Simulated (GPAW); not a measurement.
Two runs for the O K edge of atom 3 in NaPdO2 (C2/m). Run A: GPAW, LDA, excited-electron core hole (neutral cell), 12-atom cell with 5.5 Å between holes, 5×5×5 k points, dipole transitions, Gaussian full width 0.9 eV up to 4 eV, rising linearly to 3.5 eV at 25 eV. Run B differs in one choice.

Energy from the lowest empty level; intensity scaled to a mean of 1 over the first 20 eV:

```tsv
E (eV)	A	B
-2.00	0.00	0.00
-1.25	0.00	0.00
-0.50	0.17	0.26
0.25	1.57	2.01
1.00	1.78	0.72
1.75	0.30	0.06
2.50	0.03	0.18
3.25	0.11	0.43
4.00	0.28	0.84
4.75	0.62	1.35
5.50	1.14	1.67
6.25	1.56	1.74
7.00	1.81	1.87
7.75	2.11	1.82
8.50	2.04	1.45
9.25	1.56	1.11
10.00	1.19	0.99
10.75	1.00	0.81
11.50	0.79	0.62
12.25	0.60	0.64
13.00	0.60	0.83
13.75	0.78	1.01
14.50	0.99	1.11
15.25	1.10	1.10
16.00	1.05	0.96
16.75	0.91	0.82
17.50	0.80	0.76
18.25	0.75	0.75
19.00	0.74	0.74
19.75	0.72	0.73
20.50	0.70	0.75
21.25	0.72	0.79
22.00	0.76	0.82
22.75	0.79	0.83
23.50	0.80	0.84
24.25	0.82	0.87
25.00	0.86	0.89
25.75	0.91	0.90
26.50	0.94	0.89
27.25	0.94	0.88
28.00	0.93	0.88
28.75	0.93	0.91
29.50	0.95	0.92
30.25	0.96	0.92
31.00	0.95	0.88
31.75	0.91	0.83
```

Question: What was changed?
a) the broadening
b) the volume of the cell
c) the size of the supercell
d) the plane-wave cutoff

(c): run B changes the supercell atoms from 12 to 4, and the k mesh follows the cell. The scaled spectrum changes by 30 % r.m.s. A shift of -0.4 eV leaves 18 %. The highest intensity below 16 eV goes from 0.7 eV (2.24) to 0.4 eV (2.07). Other settings could leave a like mark; this is the one that was changed.

[Banner, clock and machine lines of the logs are left out without a mark of their own.]

[Logs are printed without paths, hosts, clocks, repeated set-up lines and the standing remarks that a program may print on its own settings, such as how far it seeks lower states.]

[Hosts, paths, dates, database ids (printed as entryN), source tags and the programs' standing remarks are cut or masked in the printed files.]

[Lists of maxima count a maximum above −3 eV only where it reaches 4 % of the highest in the window and stands out from its surroundings by 2 % of it (1.5 % where it reaches 55 %); shoulders and weaker maxima are passed over, and of the rest the first, up to two pre-edge ones and the few strongest are named.]
